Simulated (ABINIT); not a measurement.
Entries from a set of simulations; values are calculated unless marked as measured.

**Cl (Cmce): one start, several treatments of the self-energy**

Symmetry: Cmce, No. 64, orthorhombic system. Conventional cell: a = 6.290 Å, b = 4.500 Å, c = 8.210 Å, α = 90.00°, β = 90.00°, γ = 90.00°. Cl has 1 Cl at 2.02 Å nearest.

```
method                                   : RPA screening on PBE, plane waves, norm-conserving pseudopotentials (and 3 further levels or steps)
program                                  : ABINIT 10.8.3
settings                                 : cutoff 25 Ha, PseudoDojo scalar-relativistic 0.4.1 standard, norm-conserving, potential set dojo-sr-pbe-0.4.1-standard, ngkpt (4, 4, 2), nband 262, ecuteps 5.6 Ha, gwcalctyp 1, nfreqim 16, inclvkb 2, shiftk (0, 0, 0), symchi 1, awtr 1, frequency ac, 4×4×2 k-mesh
cost                                     : 11 runs, 24 min in all on 8 MPI ranks of Arm Neoverse V2, shared host
notes                                    : The program’s warnings: nkpt*nsppol () is not a multiple of nproc spkpt (). The cell and positions come from the Crystallography Open Database and are kept as given unless a step says otherwise. The 4×4×2 mesh is coarse for this cell, which bears on the long-range parts of exchange and screening.
G0W0, Godby-Needs plasmon pole           : 5.617 eV
G0W0, Hybertsen-Louie plasmon pole       : 5.692 eV
G0W0, von der Linden-Horsch plasmon pole : 5.978 eV
G0W0, Engel-Farid plasmon pole           : 5.725 eV
one-shot Hartree-Fock                    : 11.916 eV
G0W0, contour deformation                : 5.288 eV
G0W0, analytic continuation              : 5.478 eV
known limits                             : short of the basis limit; coarse k mesh
```

G0W0, Hybertsen-Louie plasmon pole: +0.075 eV against G0W0, Godby-Needs plasmon pole. G0W0, von der Linden-Horsch plasmon pole: +0.361 eV against G0W0, Godby-Needs plasmon pole.

[Long decimals in the printed logs are rounded to 6 places.]

[Logs are printed without paths, hosts, clocks, repeated set-up lines and the standing remarks that a program may print on its own settings, such as how far it seeks lower states.]

[Paths, hosts, dates, memory and timing lines, banners, echoed tables and standing remarks are left out of the program output; an Ansatz launch command may be rebuilt from the run's recorded settings. Measured values are a selection of at most five: reports struck by readers or far from the other reports are left out. None is set beside runs whose start may be inverted or whose files or cutoffs have a known fault.]

[Runs of the session that timed out or met a known fault of the program may be left out.]

[Hosts, paths, dates, database ids (printed as entryN), source tags and the programs' standing remarks are cut or masked in the printed files.]

[G0W0 gaps are taken among the corrected bands and points alone; a level outside them can change the order at an edge.]

[Where Ansatz stands beside ABINIT at settings called matched, ABINIT's density can come from a denser mesh and the files from another edition; pairs whose starting gaps differed by over 0.03 eV were left out, so agreement reads better than it is.]
